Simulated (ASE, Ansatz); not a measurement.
# Localised basis functions on (14,14) 1T-TiS2 nanotube (504 atoms)

Aim: test how closely localised support functions follow the reference on (14,14) 1T-TiS2 nanotube (504 atoms), and at what cost. A setting counts as converged where the r.m.s. difference of forces stays under 1 % of the r.m.s. force.

Main program and level: Ansatz 0.2.0; Kohn-Sham DFT, PBE+D3(BJ), PAW (set soft_2), plane waves.

**1. Set-up**

The cell holds 504 atoms: 168 Ti and 336 S. Cell: a = 41.099 Å, b = 41.099 Å, c = 20.460 Å, α = 90.0°, β = 90.0°, γ = 90.0°. It derives from TiS2 (1T-TiS2). 1T-TiS2 sheet (a = 3.41 Å) rolled into a (14,14) tube of diameter 26.32 Å, 6 periods, 12 Å of vacuum; every coordinate displaced by a Gaussian of 0.05 Å. Vacuum lies along a and b. The structure repeats along c.

Limits known from the start: Beside vacuum, support functions can miss their usual error bounds without a warning. The main run has no spin polarisation, so moments on Ti can't form in it, and no Hubbard term. Sampling is at Γ alone, for a cell whose periodic width is 20 Å.

**2. Plane-wave single point**

The first run fixes the reference, at a cutoff of 420 eV.

File input.yaml:

```yaml
crystal:
  lattice:
    - [41.09885, 0.0, 0.0]
    - [0.0, 41.09885, 0.0]
    - [0.0, 0.0, 20.46]
  atoms:
    - { symbol: Ti, position: [0.82091, 0.49706, 0.99438] }
    - { symbol: S, position: [0.85435, 0.52638, 0.07744] }
    - { symbol: S, position: [0.78175, 0.544, 0.99737] }
    - { symbol: Ti, position: [0.81356, 0.57041, 0.09112] }
    - { symbol: S, position: [0.83894, 0.60319, 0.99527] }
    - { symbol: S, position: [0.76696, 0.60551, 0.08512] }
    - { symbol: Ti, position: [0.78891, 0.64063, 0.16905] }
    - { symbol: S, position: [0.80668, 0.67858, 0.08787] }
    - { symbol: S, position: [0.73686, 0.66056, 0.00395] }
    - { symbol: Ti, position: [0.75086, 0.70096, 0.08269] }
    - { symbol: S, position: [0.75952, 0.74026, 0.00114] }
    - { symbol: S, position: [0.69491, 0.71197, 0.0831] }
    - { symbol: Ti, position: [0.70157, 0.7513, 0.16657] }
    - { symbol: S, position: [0.69872, 0.79284, 0.08451] }
    - { symbol: S, position: [0.64149, 0.74701, 0.99938] }
    - { symbol: Ti, position: [0.6374, 0.78815, 0.08652] }
    - { symbol: S, position: [0.62883, 0.82833, 0.16808] }
    - { symbol: S, position: [0.5861, 0.77252, 0.08552] }
    - { symbol: Ti, position: [0.57183, 0.81323, 0.17018] }
    - { symbol: S, position: [0.5531, 0.85107, 0.08596] }
    - { symbol: S, position: [0.52127, 0.78619, 0.16741] }
    - { symbol: Ti, position: [0.50047, 0.82054, 0.08449] }
    - { symbol: S, position: [0.47358, 0.85145, 0.99859] }
    - { symbol: S, position: [0.45637, 0.78272, 0.08193] }
    - { symbol: Ti, position: [0.42784, 0.81074, 0.16669] }
    - { symbol: S, position: [0.39297, 0.83944, 0.08245] }
    - { symbol: S, position: [0.39546, 0.76307, 0.16739] }
    - { symbol: Ti, position: [0.36219, 0.79037, 0.0845] }
    - { symbol: S, position: [0.32358, 0.80933, 0.00089] }
    - { symbol: S, position: [0.33796, 0.73408, 0.08509] }
    - { symbol: Ti, position: [0.30159, 0.75165, 0.99458] }
    - { symbol: S, position: [0.25781, 0.7585, 0.08534] }
    [... 466 atom lines left out ...]
    - { symbol: Ti, position: [0.78931, 0.36112, 0.83235] }
    - { symbol: S, position: [0.83147, 0.36947, 0.91772] }
    - { symbol: S, position: [0.77384, 0.41667, 0.83081] }
    - { symbol: Ti, position: [0.81265, 0.42831, 0.9181] }
    - { symbol: S, position: [0.85058, 0.44548, 0.83389] }
    - { symbol: S, position: [0.78302, 0.47789, 0.91894] }
kpoints:
  mp_grid: { grid: [1, 1, 1] }
hamiltonian:
  xc: pbe
  dispersion: d3bj
scf:
  occupations: { method: fermi_dirac, width: 0.025 }
output:
  forces: true
  populations: true
  dos:
    method: { smearing: { sigma: 0.15 } }
    de: 0.1
    projected: { site_lists: { S: [S], Ti: [Ti] } }
  eigenvalues: true
```

Run with:

```sh
$ ansatz run input.yaml --threads 32 --pin off --max-ram 143360MiB --backend cuda --events-out ev --progress --plain --runs-dir out
```

Numbers of over 12 decimals in the logs are rounded to 6 here.

Log:

```text
Engine: ansatz 0.2.0, aarch64-unknown-linux-gnu
Pseudopotentials: kind: paw
Pseudopotential: Ti, paw, valence charge 12, recommended cutoff 420 eV (normal), Ti.paw.azcp
Pseudopotential: S, paw, valence charge 6, recommended cutoff 420 eV (normal), S.paw.azcp
[... 5 lines on functional and potentials left out ...]
device memory: the entry about to start is reckoned to put 177.3 GiB on a device that reports 182.5 GiB free
GPU FFT provider: cuFFT
GPU libraries: cuBLAS 13.8.1, cuFFT 12.4.0, cuSOLVER 12.3.2
GPU matrix products: emulated (plane waves: as basis.precision tells), large ones in fixed point in workspaces of 1.00 GiB
Crystal: 504 atoms, lattice volume = 34559.303 Å³
Basis set: ecut = 420 eV, 675421 PW (Γ), exchange–correlation on 576×576×288 points (8 copies of the dense FFT grid, shifted against one another)
Bands: 2520, of which v1, the nominal top of the filled ones, is band 2016 counted from 1 (2015 counted from 0)
Symmetry: 1 space group operations
Space group: P1 (ITA 1), of the structure as read, at distance tolerance 3.3e-4 Å
k-points: 1
[... 5 lines on functional and potentials left out ...]
Initial density: superposition of atomic densities (neutral atoms: chi_scale 0, normalization atom), corrected by the library's trained network
Initial wavefunctions: pseudopotential atomic-orbital guess
GPU buffer pool allocated for 11943936 grid points (all kernels)
GPU transforms: local potential and band sums: pruned to the plane-wave sphere, on 288×288×144
GPU projectors: on the FFT box's points about the atoms, with room for 3339504 of them (16 bands a pass); a geometry past the room, sums that fail their trial, or a want of GPU memory keeps the tables, and a block in half precision can take them where they are the faster
Functional: x = pbe(κ = 0.804, μ = 0.219515), c = pbe(β = 0.066725)
SCF iter   1: F=—  HF=-723794.902276 eV  |F-HF|=—  |Δ(HF+E_count)|=         —  Δρ=2.21e-3  dr2=6.33e0  ethr=1.77e-3  ⟨swp⟩=6.0  Hψ=10100  notcnv=0  defer=281
preconditioner: auto → LDOS  [metal: Δε(μ)=0.030 eV  Ē_g=6.529 eV  σ=0.025 eV  W_gap=0.28  n_scr=4084 (ndim 8)  ℏωp=10.4 eV  f_vac=0.683  D(μ)=59.58/eV (n_scr^D=102)  β→1.0]
SCF iter   2: F=—  HF=-723797.546853 eV  |F-HF|=—  |Δ(HF+E_count)|=    2.64e0  Δρ=5.02e-3  dr2=3.24e1  ethr=1.57e-4  ⟨swp⟩=3.0  Hψ=4223  notcnv=0  defer=344
SCF iter   3: F=—  HF=-723794.501167 eV  |F-HF|=—  |Δ(HF+E_count)|=    3.05e0  Δρ=1.01e-3  dr2=1.09e0  ethr=1.57e-4  ⟨swp⟩=5.0  Hψ=6401  notcnv=0  defer=331
SCF iter   4: F=—  HF=-723794.427099 eV  |F-HF|=—  |Δ(HF+E_count)|=   7.41e-2  Δρ=4.91e-4  dr2=3.46e-1  ethr=2.70e-5  ⟨swp⟩=7.0  Hψ=3734  notcnv=0  defer=333
SCF iter   5: F=—  HF=-723794.388751 eV  |F-HF|=—  |Δ(HF+E_count)|=   3.83e-2  Δρ=2.45e-4  dr2=6.38e-2  ethr=8.59e-6  ⟨swp⟩=2.0  Hψ=4914  notcnv=0  defer=334
SCF iter   6: F=—  HF=-723794.396624 eV  |F-HF|=—  |Δ(HF+E_count)|=   7.87e-3  Δρ=8.90e-5  dr2=7.29e-3  ethr=1.58e-6  ⟨swp⟩=2.0  Hψ=4190  notcnv=0  defer=334
SCF iter   7: F=—  HF=-723794.384133 eV  |F-HF|=—  |Δ(HF+E_count)|=   1.25e-2  Δρ=3.78e-5  dr2=1.15e-3  ethr=1.81e-7  ⟨swp⟩=3.0  Hψ=4050  notcnv=0  defer=334
SCF iter   8: F=—  HF=-723794.384206 eV  |F-HF|=—  |Δ(HF+E_count)|=   7.32e-5  Δρ=1.84e-5  dr2=2.86e-4  ethr=2.85e-8  ⟨swp⟩=3.0  Hψ=4218  notcnv=0  defer=334
SCF iter   9: F=—  HF=-723794.410187 eV  |F-HF|=—  |Δ(HF+E_count)|=   2.60e-2  Δρ=1.23e-5  dr2=1.33e-4  ethr=7.09e-9  ⟨swp⟩=2.0  Hψ=4369  notcnv=0  defer=332
SCF iter  10: F=—  HF=-723794.410246 eV  |F-HF|=—  |Δ(HF+E_count)|=   5.92e-5  Δρ=5.54e-6  dr2=2.85e-5  ethr=3.30e-9  ⟨swp⟩=2.0  Hψ=4061  notcnv=0  defer=332
SCF iter  11: F=—  HF=-723794.412053 eV  |F-HF|=—  |Δ(HF+E_count)|=   1.81e-3  Δρ=3.02e-6  dr2=7.11e-6  ethr=7.07e-10  ⟨swp⟩=2.0  Hψ=4192  notcnv=0  defer=332
SCF iter  12: F=—  HF=-723794.412066 eV  |F-HF|=—  |Δ(HF+E_count)|=   1.30e-5  Δρ=1.55e-6  dr2=1.72e-6  ethr=1.76e-10  ⟨swp⟩=2.0  Hψ=4052  notcnv=0  defer=332
SCF iter  13: F=—  HF=-723794.412072 eV  |F-HF|=—  |Δ(HF+E_count)|=   6.76e-6  Δρ=6.97e-7  dr2=3.40e-7  ethr=4.26e-11  ⟨swp⟩=2.0  Hψ=4197  notcnv=0  defer=332
SCF iter  14: F=—  HF=-723794.412074 eV  |F-HF|=—  |Δ(HF+E_count)|=   1.50e-6  Δρ=4.12e-7  dr2=1.08e-7  ethr=2.48e-12  ⟨swp⟩=12.0  Hψ=10146  notcnv=0
SCF iter  15: F=-723794.412075 eV  HF=-723794.412074 eV  |F-HF|=3.15e-7  |Δ(HF+E_count)|=   6.67e-7  Δρ=2.26e-7  dr2=3.63e-8  ethr=2.48e-12  ⟨swp⟩=3.0  Hψ=5710  notcnv=0
SCF 1 converged in 15 iterations: F = -723794.412075 eV  dr2 = 3.63e-8
  greatest PAW one-centre occupation: 0.999 electrons in one spin orbital (limit 2), on the Ti atom at site 114 (counted from 0), in its partial waves of l = 0
SCF converged after 15 iterations
Free energy (F): -723794.412075 eV
Harris-Foulkes:  -723794.412074 eV  (|F-HF|=3.15e-7)
Internal energy: -723794.224034 eV  (E = F + TS)
E sigma→0 (E₀):  -723794.318054 eV
Entropy (-TS):   -0.188041 eV (-0.373 meV/atom)
Fermi energy:    -1.978103 eV
--- Per-component energies (eV) ---
  E_band       = -75511.013573
  E_kinetic    = 81552.519219
  E_local      = -2632930.570809  (includes V_loc(G=0)·N_el)
  E_nonlocal   = 10569.988462
  E_hartree    = 1272653.488555
  E_xc         = -49109.284393
  E_vxc        = -49993.184691  (∫ρ·V_xc dr)
  E_paw        = -377479.867398  (= ΣΔE_a)
  E_vpaw       = -30016.764736  (= ΣTr[D̂ρ^β])
  E_aug_tail   = 0.021127  (compensation charges beyond the density's cutoff)
  E_ewald      = 971087.470780
  E_disp       = -137.989578  (pairwise vdW)
  E_smearing   = -0.188041  (= −TS)
  E_closure    = -0.000000  (closes the sum)
  Σ components = -723794.412075   (vs F -723794.412075, Δ=0.00e0)
--- Forces (eV/Å), atoms counted from 1 ---
[... 504 lines of forces left out ...]
  max |Σ_I F_I| component: 8.62e-5 eV/Å
--- Band table (eV) ---
[... left out ...]
--- Löwdin populations: 504 sites ---
  site symbol       q [e]
[... 504 lines, one an atom, left out ...]
  spilling = 0.006675 (of n_electrons = 4032.000000)
```

Run time: 50 s. Hardware: 1 × NVIDIA GB200 with 32 threads of Arm Neoverse V2, shared host; peak memory 18 GiB; 2.5 min of CPU time.

The column dr2 measures how far the density is from self-consistency, as an energy; F and HF (Harris–Foulkes) agree once it is small.

That memory is the host's; the program planned up to 177 GiB on the GPU. Forces of this run were stored rounded, and per-atom blocks of the log weren't kept.

Read from the output:

```yaml
free_energy: -723794.4121 eV
free_energy_per_atom: -1436.1000 eV/atom
scf_cycles: 15
r_m_s_force_component: 0.667 eV/Å
longest_force: 3.754 eV/Å
fermi_energy: -1.978 eV
levels_partly_filled_by_over_2_per_cent: 10
spilling_of_the_projection: 0.006675
```

Length of the force by element:

```tsv
element	coordination	atoms	mean length of the force (eV/Å)	spread	least	most
S	all	336	0.882	0.441	0.0834	2.90
Ti	all	168	1.30	0.602	0.255	3.75
```

Löwdin charges by element (they lack the spilled electrons, 0.053 e an atom on average):

```tsv
element	coordination	atoms	mean charge (e)	spread	least	most
S	all	336	-0.309	0.052	-0.447	-0.174
Ti	all	168	0.779	0.0202	0.722	0.822
```

States in the cell by windows of 0.5 eV, zero at the Fermi level; some projections on atomic orbitals stand beside the total:

```tsv
from (eV)	to (eV)	total	S p	Ti d
-10	-6	0.0	0.0	0.0
-6	-5.5	5.3	3.7	0.8
-5.5	-5	72.5	52.1	11.9
-5	-4.5	122.4	87.3	22.5
-4.5	-4	195.6	142.9	36.3
-4	-3.5	243.1	178.2	41.0
-3.5	-3	206.5	143.3	54.7
-3	-2.5	353.1	233.5	106.4
-2.5	-2	256.3	180.6	62.3
-2	-1.5	225.4	183.3	31.1
-1.5	-1	211.2	178.3	26.0
-1	-0.5	102.4	82.9	17.1
-0.5	0	21.6	13.9	7.0
0	0.5	100.7	19.9	75.7
0.5	1	208.9	35.9	165.9
```

Between -26 and -10 eV lie 672 more states.

The stored curve holds about 2688 of the 4032 electrons; the rest, give or take the few that broadening carries across the Fermi level, lie in deeper levels below its range.

Not all projections were asked for or kept, so they needn't add up to the total.

The levels nearest the highest filled one (over half full), pooled over k-points and spins:

```tsv
level less the highest filled one (eV)	occupation
-0.225	2
-0.188	2
-0.133	2.00
-0.081	1.98
-0.0343	1.90
0	1.67
0.0469	0.868
0.0706	0.458
0.0742	0.409
0.0825	0.312
0.107	0.13
0.119	0.083
```

Mean Löwdin charges: S -0.31, Ti +0.78 e (they miss 0.67 % of the electrons, so they add up to more than the cell's charge). Just under the Fermi level the largest share is S p (64 % of the projected weight), just over it Ti d (76 % of the projected weight).

**3. Structure statistics**

Bonds and neighbours are counted at the geometry of the runs.

Normalised to the volume that the atoms fill. g(r), total and by pair (bins of 0.2 Å):

```tsv
r (Å)	total	S-S	S-Ti	Ti-Ti
2.10	0.05	0.00	0.12	0.00
2.30	3.94	0.00	8.89	0.00
2.50	6.46	0.00	14.55	0.00
2.70	0.21	0.00	0.48	0.00
2.90	0.10	0.22	0.00	0.00
3.10	1.67	3.74	0.00	0.06
3.30	2.94	3.82	0.00	11.19
3.50	4.62	7.12	0.00	13.08
3.70	1.45	3.21	0.03	0.13
3.90	0.56	0.15	1.10	0.00
4.10	1.48	0.00	3.33	0.00
4.30	1.43	0.00	3.23	0.00
4.50	0.20	0.00	0.44	0.00
4.70	0.35	0.78	0.00	0.00
4.90	1.00	2.19	0.07	0.00
5.10	1.06	0.43	1.97	0.00
5.30	1.58	0.48	3.07	0.00
5.50	1.60	0.06	3.55	0.00
5.70	1.19	1.31	1.12	0.97
5.90	2.41	3.73	0.01	6.65
6.10	0.96	2.04	0.00	0.56
6.30	0.39	0.88	0.00	0.00
6.50	0.23	0.51	0.00	0.01
6.70	0.83	0.44	0.55	3.46
6.90	0.88	0.58	0.72	2.64
7.10	0.54	0.03	1.19	0.03
7.30	1.13	0.69	1.85	0.00
7.50	1.26	1.34	1.50	0.00
```

Bonds by pair of elements; cutoffs follow the first minimum of g(r), held within bounds set by covalent radii, and pairs that aren't listed don't count as bonded:

```tsv
pair A-B	cutoff (Å)	bonds	mean length (Å)	spread (Å)	shortest (Å)	B about A	A about B
S-Ti	3.1	1008	2.43	0.087	2.15	3	6
```

How many atoms have how many bonded neighbours:

```tsv
element	mean	3	6
S	3	336	0
Ti	6	0	168
```

Bond angles, per cent of each kind in bins of 5°:

```tsv
angle (°)	S-Ti-S	Ti-S-Ti
75–80	2.6	0.1
80–85	10.5	10.8
85–90	24.1	53.2
90–95	31.3	32.9
95–100	11.1	2.8
100–105	0.4	0.2
105–110	0.0	0.0
110–115	0.0	0.0
115–120	0.0	0.0
120–125	0.0	0.0
125–130	0.0	0.0
130–135	0.0	0.0
135–140	0.0	0.0
140–145	0.0	0.0
145–150	0.0	0.0
150–155	0.0	0.0
155–160	0.0	0.0
160–165	0.7	0.0
165–170	6.0	0.0
170–175	8.8	0.0
175–180	4.5	0.0
```

Bond angles (no mean is given where the spread exceeds 20°):

```tsv
angle	count	mean (°)	spread (°)
S-Ti-S	2520	-	-
Ti-S-Ti	1008	88.9	3.1
```

For some of the pairs, g(r) has its first main peak near 2.43 Å (S-Ti) and 3.41 Å (Ti-Ti). With the cutoffs above, all S atoms have 3 and all Ti atoms have 6 bonded neighbours.

The surroundings of Ti199, which bears the longest force, nearest first, numbered as they follow in the input and with coordinates relative to it.

```tsv
atom	x	y	z	distance (Å)	bonds	Fx	Fy	Fz (eV/Å)
Ti199	0.00	0.00	0.00	0.00	6	-1.99	1.96	-2.51
S198	1.43	-0.50	1.52	2.15	3	1.51	-1.73	1.78
S201	-0.51	-2.22	-0.11	2.28	3	0.36	-1.39	0.31
S114	1.45	-0.66	-1.79	2.39	3	0.57	0.42	-0.04
S200	-1.76	0.46	1.64	2.45	3	-0.16	-0.43	-0.12
S197	0.81	2.37	-0.07	2.51	3	0.52	-0.51	-0.36
S116	-1.80	0.39	-1.82	2.59	3	0.40	-0.55	0.19
Ti283	-0.09	0.05	3.21	3.21	6	-0.65	0.42	1.05
Ti196	2.47	1.62	1.58	3.35	6	-0.27	1.53	0.26
Ti202	-2.14	-2.06	1.62	3.38	6	-0.83	0.96	-0.48
Ti112	2.47	1.57	-1.75	3.41	6	-1.10	0.40	-0.20
Ti118	-2.18	-2.16	-1.77	3.54	6	-0.62	2.42	-0.67
Ti115	-0.09	0.02	-3.55	3.55	6	-0.91	0.57	0.40
```

The column of bonds counts only the pairs S-Ti within 3.10 Å; other neighbours, such as metal atoms beside each other in a compound, aren't counted, and periodic images can show an atom twice.

**4. Support functions medium**

The cell is solved in localised support functions.

This step: Kohn-Sham DFT, PBE+D3(BJ), PAW (set soft_2), localised support functions (medium) (Ansatz 0.2.0).

input.yaml, the sections that differ from step 2:

```yaml
scf:
  occupations: { method: fermi_dirac, width: 0.025 }
  eigensolver: { kind: { support_functions: { accuracy: medium } } }
  mixing: { beta: 0.2 }
  max_iter: 150
output:
  forces: true
# crystal, kpoints, hamiltonian: as in step 2
```

Log:

```text
Warning: scf.eigensolver.kind.support_functions: disabling space-group detection — the functions' gradient is summed over unrotated k-points, so no spatial operation reduces the k-mesh or symmetrises the density; time reversal is kept, so that k and −k are solved as one point where they differ and the mesh holds both, and exact exchange and, on two spinor components, a DFT+U term hold to it where the run has them: [...]
settings of this run that can trade accuracy for cost: scf.eigensolver.kind.support_functions [...]
[...]
GPU FFT provider: cuFFT
GPU libraries: cuBLAS 13.8.1, cuFFT 12.4.0, cuSOLVER 12.3.2
[...]
Crystal: 504 atoms, lattice volume = 34559.303 Å³
Basis set: ecut = 420 eV, 675421 PW (Γ), exchange–correlation on 576×576×288 points (8 copies of the dense FFT grid, shifted against one another)
Bands: 2420, of which v1, the nominal top of the filled ones, is band 2016 counted from 1 (2015 counted from 0)
[... 1 set-up line as in the run before ...]
k-points: 1
[...]
GPU buffer pool allocated for 11943936 grid points (all kernels)
[...]
SCF iter   1: F=—  HF=-723787.735150 eV  |F-HF|=—  |Δ(HF+E_count)|=         —  Δρ=3.41e-2  dr2=5.78e2  ethr=1.00e-1
[...]
SCF iter  28: F=—  HF=-723794.694468 eV  |F-HF|=—  |Δ(HF+E_count)|=   1.29e-4  Δρ=2.49e-6  dr2=6.44e-6  ethr=2.65e-10  κ⁻¹=1.3e-4(r=7)
SCF iter  29: F=-723794.694861 eV  HF=-723794.694516 eV  |F-HF|=3.45e-4  |Δ(HF+E_count)|=   4.80e-5  Δρ=1.83e-6  dr2=4.85e-6  ethr=1.60e-10
SCF 1 converged in 29 iterations: F = -723794.722393 eV  dr2 = 4.85e-6
[...]
SCF converged after 29 iterations
Stability not checked: this state was not tested for a lower state beside it, because the mixer in use, unlike msr1, does not test its closes by its own steps (another_mixer; see scf.mixing.algorithm and scf.lower_state_search)
Free energy (F): -723794.722393 eV
[...]
Internal energy: -723794.534428 eV  (E = F + TS)
E sigma→0 (E₀):  -723794.628411 eV
Entropy (-TS):   -0.187965 eV (-0.373 meV/atom)
Fermi energy:    -1.978014 eV
[...]
Σ components = -723794.722393   (vs F -723794.722393, Δ=0.00e0)
--- Forces (eV/Å), atoms counted from 1 ---
[... 504 lines of forces left out ...]
  max |Σ_I F_I| component: 9.33e-3 eV/Å
--- Band table (eV) ---
[... left out ...]
  guard bands above this table: 351 of the run's 2420 bands (output.publish_guard_bands: true publishes all)
```

Wall time 25 s (1 × NVIDIA GB200 with 32 threads); peak memory 5.7 GiB.

That memory is the host's; the program planned up to 23.3 GiB on the GPU.

The program notes that the band table was not solved further than the SCF left it and it switched symmetry off. Further notices: vacuum switching off with vacuum.

Keys that differ from the reference: support_functions.accuracy = "medium", scf.max_iter = 150 and scf.mixing.beta = 0.2.

Forces differ from the reference by 0.78 meV/Å r.m.s., 0.12 % of their size, well within a tolerance of 1 %; the energy by -0.62 meV/atom.

**5. All settings compared**

Each row is set against the plane-wave reference (Kohn-Sham DFT, PBE+D3(BJ), PAW (set soft_2), plane waves; r.m.s. force component 0.667 eV/Å). Energies are set beside the reference only for runs with its functional, potentials and electron count. Times are for 1 × NVIDIA GB200 with 32 threads of Arm Neoverse V2, shared host. The reference's time includes the DOS, which some other runs skip.

```tsv
run	Δ force, r.m.s. (meV/Å)	share of r.m.s. force (%)	Δ energy (meV/atom)	cycles	time	host memory (GiB)	planned on the GPU (GiB)
reference	-	-	-	15	50 s	18	177
support functions medium	0.778	0.117	-0.616	29	25 s	5.7	23
```

**6. Summary of results**

```yaml
free_energy_per_atom: -1436.1000 eV/atom
r_m_s_force_component: 0.667 eV/Å
wall_time_of_the_2_dft_runs: 75 s
```

**Reading.** Against plane waves at 420 eV, the forces differ by 0.78 meV/Å (0.12 %) with support functions medium. Differences between support functions and plane waves include what basis error the plane-wave run still has.

10 levels are partly filled, by over 2 % (at Γ alone): no clear gap opens at this level. Levels of broken or missing bonds inside a gap of the host would look the same. With the cutoffs above, all S atoms have 3 and all Ti atoms have 6 bonded neighbours.

What to keep in mind: The geometry was built by rule, was displaced at random and isn't relaxed at this level: its force components are 0.67 eV/Å r.m.s.

[Logs are printed without paths, hosts, clocks, repeated set-up lines and the standing remarks that a program may print on its own settings, such as how far it seeks lower states.]

[Hosts, paths, dates, database ids (printed as entryN), source tags and the programs' standing remarks are cut or masked in the printed files.]
